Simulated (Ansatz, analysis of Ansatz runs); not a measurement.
## Li5NbO5 (C2/m), nudged elastic band: V_O hop (3.0 Å) (q = +2)

Aim: the barrier of one jump in Li5NbO5 (C2/m) at charge +2: V_O hop (3.0 Å). The model is a cell of 88 host atoms with 1 O taken out; O is the atom that moves.

Method: plane-wave PAW DFT, PBEsol; nudged elastic band between two relaxed defect structures at fixed charge in a uniform background, in Ansatz 0.2.0.

### Step 1. The starting structure

The cell holds 87 atoms: 40 Li, 8 Nb and 39 O. Its edges and angles: a = 10.448 Å, b = 10.448 Å, c = 11.553 Å, α = 107.3°, β = 107.3°, γ = 45.1°. It derives from Li5NbO5 (space group C2/m). Nearest the centre at fractional (0.424, 0.424, 0.214): Li1 at 1.25 Å, Li68 at 1.39 Å, O7 at 1.49 Å, Li25 at 2.56 Å, Li47 at 2.56 Å, Li48 at 2.56 Å, Li26 at 2.56 Å, O31 at 2.65 Å. The cell carries charge +2.

The cell's shortest repeat is 8.0 Å.

### Step 2. Relaxation of the start point, charge +2

A barrier is counted from a minimum, so both ends are relaxed first. Small random displacements break the symmetry of the ideal sites, so that the defect can distort if it gains by it. The charge of +2 is set by the electron count, and a uniform background keeps the cell neutral.

Contents of qp2.start/input.yaml:

```yaml
crystal:
  lattice:
    - [9.64854378, -4.00795932, 0.00669279]
    - [9.64854378, 4.00795932, 0.00669279]
    - [-3.7205883, 0.0, 10.93780668]
  atoms:
    - { symbol: Li, position: [0.35558637, 0.35558637, 0.17163026] }
    - { symbol: Li, position: [0.3452938, 0.3452938, 0.43105463] }
    - { symbol: Li, position: [0.0, 0.0, 0.25] }
    - { symbol: Li, position: [0.1547062, 0.1547062, 0.06894537] }
    - { symbol: Li, position: [0.14441363, 0.14441363, 0.32836974] }
    - { symbol: Nb, position: [0.0, 0.0, 0.0] }
    - { symbol: O, position: [0.42680537, 0.42680537, 0.08691874] }
    - { symbol: O, position: [0.25, 0.25, 0.0] }
    - { symbol: O, position: [0.07882653, 0.07882653, 0.15910781] }
    - { symbol: O, position: [0.07319463, 0.07319463, 0.41308126] }
    - { symbol: Li, position: [0.35558637, 0.35558637, 0.67163026] }
    - { symbol: Li, position: [0.3452938, 0.3452938, 0.93105463] }
    - { symbol: Li, position: [0.0, 0.0, 0.75] }
    - { symbol: Li, position: [0.1547062, 0.1547062, 0.56894537] }
    - { symbol: Li, position: [0.14441363, 0.14441363, 0.82836974] }
    - { symbol: Nb, position: [0.0, 0.0, 0.5] }
    - { symbol: O, position: [0.42680537, 0.42680537, 0.58691874] }
    - { symbol: O, position: [0.42117347, 0.42117347, 0.84089219] }
    - { symbol: O, position: [0.25, 0.25, 0.5] }
    - { symbol: O, position: [0.07882653, 0.07882653, 0.65910781] }
    - { symbol: O, position: [0.07319463, 0.07319463, 0.91308126] }
    - { symbol: Li, position: [0.35558637, 0.85558637, 0.17163026] }
    - { symbol: Li, position: [0.3452938, 0.8452938, 0.43105463] }
    - { symbol: Li, position: [0.0, 0.5, 0.25] }
    - { symbol: Li, position: [0.1547062, 0.6547062, 0.06894537] }
    - { symbol: Li, position: [0.14441363, 0.64441363, 0.32836974] }
    - { symbol: Nb, position: [0.0, 0.5, 0.0] }
    - { symbol: O, position: [0.42680537, 0.92680537, 0.08691874] }
    - { symbol: O, position: [0.42117347, 0.92117347, 0.34089219] }
    - { symbol: O, position: [0.25, 0.75, 0.0] }
    - { symbol: O, position: [0.07882653, 0.57882653, 0.15910781] }
    - { symbol: O, position: [0.07319463, 0.57319463, 0.41308126] }
    - { symbol: Li, position: [0.35558637, 0.85558637, 0.67163026] }
    - { symbol: Li, position: [0.3452938, 0.8452938, 0.93105463] }
    - { symbol: Li, position: [0.0, 0.5, 0.75] }
    - { symbol: Li, position: [0.1547062, 0.6547062, 0.56894537] }
    - { symbol: Li, position: [0.14441363, 0.64441363, 0.82836974] }
    - { symbol: Nb, position: [0.0, 0.5, 0.5] }
    - { symbol: O, position: [0.42680537, 0.92680537, 0.58691874] }
    - { symbol: O, position: [0.42117347, 0.92117347, 0.84089219] }
    - { symbol: O, position: [0.25, 0.75, 0.5] }
    - { symbol: O, position: [0.07882653, 0.57882653, 0.65910781] }
    - { symbol: O, position: [0.07319463, 0.57319463, 0.91308126] }
    - { symbol: Li, position: [0.85558637, 0.35558637, 0.17163026] }
    - { symbol: Li, position: [0.8452938, 0.3452938, 0.43105463] }
    - { symbol: Li, position: [0.5, 0.0, 0.25] }
    - { symbol: Li, position: [0.6547062, 0.1547062, 0.06894537] }
    - { symbol: Li, position: [0.64441363, 0.14441363, 0.32836974] }
    - { symbol: Nb, position: [0.5, 0.0, 0.0] }
    - { symbol: O, position: [0.92680537, 0.42680537, 0.08691874] }
    - { symbol: O, position: [0.92117347, 0.42117347, 0.34089219] }
    - { symbol: O, position: [0.75, 0.25, 0.0] }
    - { symbol: O, position: [0.57882653, 0.07882653, 0.15910781] }
    - { symbol: O, position: [0.57319463, 0.07319463, 0.41308126] }
    - { symbol: Li, position: [0.85558637, 0.35558637, 0.67163026] }
    - { symbol: Li, position: [0.8452938, 0.3452938, 0.93105463] }
    - { symbol: Li, position: [0.5, 0.0, 0.75] }
    - { symbol: Li, position: [0.6547062, 0.1547062, 0.56894537] }
    - { symbol: Li, position: [0.64441363, 0.14441363, 0.82836974] }
    - { symbol: Nb, position: [0.5, 0.0, 0.5] }
    - { symbol: O, position: [0.92680537, 0.42680537, 0.58691874] }
    - { symbol: O, position: [0.92117347, 0.42117347, 0.84089219] }
    - { symbol: O, position: [0.75, 0.25, 0.5] }
    - { symbol: O, position: [0.57882653, 0.07882653, 0.65910781] }
    - { symbol: O, position: [0.57319463, 0.07319463, 0.91308126] }
    - { symbol: Li, position: [0.85558637, 0.85558637, 0.17163026] }
    - { symbol: Li, position: [0.8452938, 0.8452938, 0.43105463] }
    - { symbol: Li, position: [0.5, 0.5, 0.25] }
    - { symbol: Li, position: [0.6547062, 0.6547062, 0.06894537] }
    - { symbol: Li, position: [0.64441363, 0.64441363, 0.32836974] }
    - { symbol: Nb, position: [0.5, 0.5, 0.0] }
    - { symbol: O, position: [0.92680537, 0.92680537, 0.08691874] }
    - { symbol: O, position: [0.92117347, 0.92117347, 0.34089219] }
    - { symbol: O, position: [0.75, 0.75, 0.0] }
    - { symbol: O, position: [0.57882653, 0.57882653, 0.15910781] }
    - { symbol: O, position: [0.57319463, 0.57319463, 0.41308126] }
    - { symbol: Li, position: [0.85558637, 0.85558637, 0.67163026] }
    - { symbol: Li, position: [0.8452938, 0.8452938, 0.93105463] }
    - { symbol: Li, position: [0.5, 0.5, 0.75] }
    - { symbol: Li, position: [0.6547062, 0.6547062, 0.56894537] }
    - { symbol: Li, position: [0.64441363, 0.64441363, 0.82836974] }
    - { symbol: Nb, position: [0.5, 0.5, 0.5] }
    - { symbol: O, position: [0.92680537, 0.92680537, 0.58691874] }
    - { symbol: O, position: [0.92117347, 0.92117347, 0.84089219] }
    - { symbol: O, position: [0.75, 0.75, 0.5] }
    - { symbol: O, position: [0.57882653, 0.57882653, 0.65910781] }
    - { symbol: O, position: [0.57319463, 0.57319463, 0.91308126] }
total_charge: 2
basis:
  ecutwfc: 420
  xc_grid: 2
hamiltonian:
  xc: pbesol
kpoints:
  mp_grid: { grid: [1, 1, 1], shift: [0.25, 0.25, 0.25] }
scf:
  occupations: { method: fixed }
  max_iter: 150
output:
  forces: true
relax:
  f_tol: 0.02
  max_steps: 70
  random_displacement: { amplitude: 0.03, seed: 5806 }
```

Started as:

```
ansatz run input.yaml --threads 32 --pin off --max-ram 84787MiB --backend cuda --events-out ev --progress --plain --runs-dir out --max-vram 78GiB
```

Numbers of over 12 decimals in the logs are rounded to 6 here.

What it wrote:

```text
[... repeated set-up lines and file paths are left out, and long positions are rounded to six places ...]
The last accepted step is kept in <dir> (removed where the run ends without a failure and the disk answers)
Engine: ansatz 0.2.0, aarch64-unknown-linux-gnu
Pseudopotentials: kind: paw
Pseudopotential: Li, paw, valence charge 3, recommended cutoff 420 eV (normal), Li.paw.azcp
Pseudopotential: Nb, paw, valence charge 13, recommended cutoff 420 eV (normal), Nb.paw.azcp
Pseudopotential: O, paw, valence charge 6, recommended cutoff 420 eV (normal), O.paw.azcp
Functional definition: PBEsol
  exchange = pbesol_x
  correlation = pbesol_c
[...]
Crystal: 87 atoms, lattice volume = 846.151 Å³
Basis set: ecut = 420 eV, 16581 PW (Γ), exchange–correlation on 144×144×160 points (8 copies of the dense FFT grid, shifted against one another)
Bands: 315, of which v1, the nominal top of the filled ones, is band 228 counted from 1 (227 counted from 0)
Symmetry: 1 space group operations
k-points: 1
Non-local potential: Li, projectors of the file, l = 0: 3, l = 1: 2, l = 2: 1
Non-local potential: Nb, projectors of the file, l = 0: 3, l = 1: 2, l = 2: 2, l = 3: 1
Non-local potential: O, projectors of the file, l = 0: 2, l = 1: 2, l = 2: 1
PAW form: soft (Blöchl's): semilocal exchange-correlation on the pseudo side does not see the compensation charge
PAW frozen core: Nb, regenerated for the run's functional, and the local potential with it (the file was generated under x = pbe(κ = 0.804, μ = 0.219515), c = pbe(β = 0.066725))
PAW frozen core: O, regenerated for the run's functional, and the local potential with it (the file was generated under x = pbe(κ = 0.804, μ = 0.219515), c = pbe(β = 0.066725))
PAW one-centre angular grid: Li, 110 points (default); XC on 64 Gauss nodes
PAW one-centre angular grid: Nb, 590 points (default); XC on 64 Gauss nodes
PAW one-centre angular grid: O, 110 points (default); XC on 64 Gauss nodes
Initial density: superposition of atomic densities (neutral atoms scaled as one to the charged cell's electrons: chi_scale 0, normalization atom), corrected by the library's trained network
Initial wavefunctions: pseudopotential atomic-orbital guess
[...]
Functional: x = pbesol(κ = 0.804, μ = 0.123457), c = pbesol(β = 0.046)
SCF iter   1: F=—  HF=-66067.118514 eV  |F-HF|=—  |Δ(HF+E_count)|=         —  Δρ=1.26e-2  dr2=5.06e0  ethr=1.77e-3  ⟨swp⟩=5.0  Hψ=910  notcnv=0  defer=84
preconditioner: auto → Resta (q_TF=auto, 2.461 Å⁻¹)  ε∞=4.0  [insulator: Δε(μ)=2.105 eV  Ē_g=13.000 eV  n_scr=206 (ndim 8)  ℏωp=22.5 eV  f_vac=0.079  ε∞_Penn≈4.0]
SCF iter   2: F=—  HF=-66066.060182 eV  |F-HF|=—  |Δ(HF+E_count)|=    1.06e0  Δρ=7.10e-3  dr2=1.18e0  ethr=1.11e-3  ⟨swp⟩=2.0  Hψ=325  notcnv=0  defer=85
SCF iter   3: F=—  HF=-66065.802209 eV  |F-HF|=—  |Δ(HF+E_count)|=   2.58e-1  Δρ=5.31e-3  dr2=3.44e-1  ethr=2.59e-4  ⟨swp⟩=3.0  Hψ=416  notcnv=0  defer=66
automatic band count: iteration 3 solves 296 bands in place of 315: the levels show a gap, and the empty bands left out lie too high to hold charge; the band table lists the bands solved (type scf.n_extra_bands for more)
[...]
SCF 1 converged in 9 iterations: F = -66065.717847 eV  dr2 = 6.74e-6
  greatest PAW one-centre occupation: 1.000 electrons in one spin orbital (limit 2), on the Li atom at site 14 (counted from 0), in its partial waves of l = 0
relax step   1: F+E_penalty+E_count = -66065.71784747 eV  Δ(F+E_penalty+E_count) = +0.000e0 eV  max|allowed force component| = 5.908e0 eV/Å  Δτ_max = 0.0000 Å  (9 SCF iters, dr2 threshold 1.00e-5 eV, accepted)
[... the SCF cycles and remarks between the steps are left out from here to the last step ...]
relax step   2: F+E_penalty+E_count = -66068.44301719 eV  Δ(F+E_penalty+E_count) = -2.725e0 eV  max|allowed force component| = 1.880e0 eV/Å  Δτ_max = 0.1999 Å  (7 SCF iters, dr2 threshold 1.00e-4 eV, accepted)
relax step   3: F+E_penalty+E_count = -66069.34331143 eV  Δ(F+E_penalty+E_count) = -9.003e-1 eV  max|allowed force component| = 7.289e-1 eV/Å  Δτ_max = 0.2000 Å  (7 SCF iters, dr2 threshold 1.00e-4 eV, accepted)
relax step   4: F+E_penalty+E_count = -66069.50987959 eV  Δ(F+E_penalty+E_count) = -1.666e-1 eV  max|allowed force component| = 2.465e-1 eV/Å  Δτ_max = 0.0631 Å  (6 SCF iters, dr2 threshold 5.38e-5 eV, accepted)
relax step   5: F+E_penalty+E_count = -66069.52048353 eV  Δ(F+E_penalty+E_count) = -1.060e-2 eV  max|allowed force component| = 1.717e-1 eV/Å  Δτ_max = 0.1055 Å  (7 SCF iters, dr2 threshold 6.95e-6 eV, accepted)
relax step   6: F+E_penalty+E_count = -66069.54951921 eV  Δ(F+E_penalty+E_count) = -2.904e-2 eV  max|allowed force component| = 1.949e-1 eV/Å  Δτ_max = 0.0843 Å  (8 SCF iters, dr2 threshold 3.37e-6 eV, accepted)
relax step   7: F+E_penalty+E_count = -66069.56298634 eV  Δ(F+E_penalty+E_count) = -1.347e-2 eV  max|allowed force component| = 9.180e-2 eV/Å  Δτ_max = 0.0344 Å  (6 SCF iters, dr2 threshold 1.84e-5 eV, accepted)
relax step   8: F+E_penalty+E_count = -66069.56627926 eV  Δ(F+E_penalty+E_count) = -3.293e-3 eV  max|allowed force component| = 3.022e-2 eV/Å  Δτ_max = 0.0445 Å  (7 SCF iters, dr2 threshold 1.87e-6 eV, accepted)
[...]
relax step   9: F+E_penalty+E_count = -66069.56745174 eV  Δ(F+E_penalty+E_count) = -1.172e-3 eV  max|allowed force component| = 1.614e-2 eV/Å  Δτ_max = 0.0248 Å  (7 SCF iters, accepted)
[...]
- { symbol: O, position: [0.092154, 0.569535, 0.163288] }
    - { symbol: O, position: [0.081867, 0.561386, 0.412541] }
    - { symbol: Li, position: [0.347982, 0.875812, 0.680529] }
    - { symbol: Li, position: [0.346787, 0.843604, 0.933731] }
    - { symbol: Li, position: [0.002682, 0.503068, 0.751694] }
    - { symbol: Li, position: [0.152057, 0.652659, 0.566110] }
    - { symbol: Li, position: [0.143426, 0.643367, 0.827445] }
    - { symbol: Nb, position: [-0.006467, 0.502525, 0.499610] }
    - { symbol: O, position: [0.427564, 0.921089, 0.585419] }
    - { symbol: O, position: [0.423722, 0.922060, 0.843004] }
    - { symbol: O, position: [0.248775, 0.724682, 0.474739] }
    - { symbol: O, position: [0.077370, 0.578300, 0.658623] }
    - { symbol: O, position: [0.074620, 0.574425, 0.914410] }
    - { symbol: Li, position: [0.859333, 0.350780, 0.168463] }
    - { symbol: Li, position: [0.843682, 0.343910, 0.424755] }
    - { symbol: Li, position: [0.494365, 0.005359, 0.248807] }
    - { symbol: Li, position: [0.658852, 0.153384, 0.071502] }
    - { symbol: Li, position: [0.662694, 0.116950, 0.327195] }
    - { symbol: Nb, position: [0.494347, 0.007706, 0.000907] }
    - { symbol: O, position: [0.932145, 0.424728, 0.086904] }
    - { symbol: O, position: [0.923419, 0.416541, 0.341849] }
    - { symbol: O, position: [0.757440, 0.253385, 0.006199] }
    - { symbol: O, position: [0.569398, 0.092231, 0.163156] }
    - { symbol: O, position: [0.561208, 0.081120, 0.412220] }
    - { symbol: Li, position: [0.872949, 0.351962, 0.681062] }
    - { symbol: Li, position: [0.848753, 0.341900, 0.933743] }
    - { symbol: Li, position: [0.506472, -0.001142, 0.751462] }
    - { symbol: Li, position: [0.650669, 0.151774, 0.566864] }
    - { symbol: Li, position: [0.649043, 0.137587, 0.827377] }
    - { symbol: Nb, position: [0.492368, 0.002447, 0.499483] }
    - { symbol: O, position: [0.921089, 0.428451, 0.585606] }
    - { symbol: O, position: [0.921871, 0.424689, 0.843364] }
    - { symbol: O, position: [0.723879, 0.248644, 0.474359] }
    - { symbol: O, position: [0.581075, 0.073802, 0.658432] }
    - { symbol: O, position: [0.577598, 0.071154, 0.914148] }
    - { symbol: Li, position: [0.852097, 0.854417, 0.165294] }
    - { symbol: Li, position: [0.839664, 0.841302, 0.432775] }
    - { symbol: Li, position: [0.511656, 0.514154, 0.238917] }
    - { symbol: Li, position: [0.654940, 0.655631, 0.072700] }
    - { symbol: Li, position: [0.647388, 0.646573, 0.326019] }
    - { symbol: Nb, position: [0.513277, 0.488311, -0.000131] }
    - { symbol: O, position: [0.928121, 0.927244, 0.086464] }
    - { symbol: O, position: [0.914534, 0.916391, 0.338775] }
    - { symbol: O, position: [0.758332, 0.759267, 0.012023] }
    - { symbol: O, position: [0.583865, 0.580868, 0.159009] }
    - { symbol: O, position: [0.568442, 0.563866, 0.408636] }
    - { symbol: Li, position: [0.856379, 0.854842, 0.672733] }
    - { symbol: Li, position: [0.845896, 0.846124, 0.932980] }
    - { symbol: Li, position: [0.493509, 0.495132, 0.759461] }
    - { symbol: Li, position: [0.659799, 0.661344, 0.566390] }
    - { symbol: Li, position: [0.645685, 0.648819, 0.836749] }
    - { symbol: Nb, position: [0.503876, 0.514608, 0.520897] }
    - { symbol: O, position: [0.927492, 0.925400, 0.585055] }
    - { symbol: O, position: [0.923605, 0.921342, 0.840735] }
    - { symbol: O, position: [0.750521, 0.750753, 0.497564] }
    - { symbol: O, position: [0.580209, 0.586619, 0.665676] }
    - { symbol: O, position: [0.573681, 0.572284, 0.911591] }
```

Wall time 6.1 s (1 × NVIDIA GB200 with 32 threads of Arm Neoverse V2, shared host); peak memory 1.4 GiB; 27 s of CPU time.

Relaxation path:

```csv
step,energy less that of the first step (eV),largest force component (eV/Å)
1,0.0000,5.9076
3,-3.6255,0.7289
5,-3.8026,0.1717
7,-3.8451,0.0918
9,-3.8496,0.0161
```

The atoms that moved most (Å, from the sites as typed, ahead of the random displacement, the mean shift of all atoms taken out):

```csv
atom,dx,dy,dz,length
O63,-0.167,0.101,-0.279,0.341
O41,-0.159,-0.095,-0.275,0.332
Li2,-0.272,0.006,0.169,0.320
Li68,0.293,0.012,-0.120,0.317
Li1,-0.091,0.008,-0.295,0.309
Nb82,0.104,0.045,0.230,0.256
Li26,-0.069,0.200,-0.001,0.211
Li48,-0.081,-0.181,-0.012,0.199
```

Neighbours of O7 at the end:

```csv
atom,distance (Å)
Li68,1.901
Li1,1.915
Nb71,1.991
Li25,2.040
Li47,2.075
Li12,2.075
O75,2.777
O30,2.823
O52,2.848
O18,2.856
```

Numbers from this step:

| Item | Value |
| --- | --- |
| free energy | -66069.5675 eV |
| r.m.s. move of the farther half of the atoms | 0.07670 Å |
| largest move from the ideal geometry of this structure, a common shift of the far atoms taken out | 0.3302 Å |

The relaxation gained 3.850 eV and ended with a largest force component of 0.016 eV/Å.

(Continued in part 2 of 3.)

[Logs are printed without paths, hosts, clocks, repeated set-up lines and the standing remarks that a program may print on its own settings, such as how far it seeks lower states.]

[Hosts, paths, dates, database ids (printed as entryN), source tags and the programs' standing remarks are cut or masked in the printed files.]
